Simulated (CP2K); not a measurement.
The C K edge of methylketene was computed by TDDFT (CP2K XAS_TDP, aug-cc-pVDZ, TDA) at these levels: PBE, PBEh(45%) and PBEh(45%) + GW2X. The first three lines of C1 (bonded to C and 3 H) with a strength over 0.0015, energy in eV and strength:

```tsv
run	first	second	third
1	283.24 (0.009)	284.27 (0.013)	284.91 (0.023)
2	289.60 (0.008)	290.63 (0.013)	291.27 (0.022)
3	267.76 (0.004)	269.38 (0.002)	270.15 (0.003)
```

Question: Which run is which?

Run 1: PBEh(45%) (45 % exact exchange). Run 2: PBEh(45%) + GW2X (45 % exact exchange). Run 3: PBE (0 % exact exchange). Self-interaction lifts the core level, so the uncorrected lines rise with the share of exact exchange. The GW2X run keeps the spacings of its parent: 1.03 eV between the first two lines in run 2, 1.03 eV in run 1. Its shift is +6.36 eV, since the Kohn–Sham level at this share of exchange lies that far above the quasiparticle level.

[Banner, clock and machine lines of the logs are left out without a mark of their own.]

[Logs are printed without paths, hosts, clocks, repeated set-up lines and the standing remarks that a program may print on its own settings, such as how far it seeks lower states.]

[Hosts, paths, dates, database ids (printed as entryN), source tags and the programs' standing remarks are cut or masked in the printed files.]
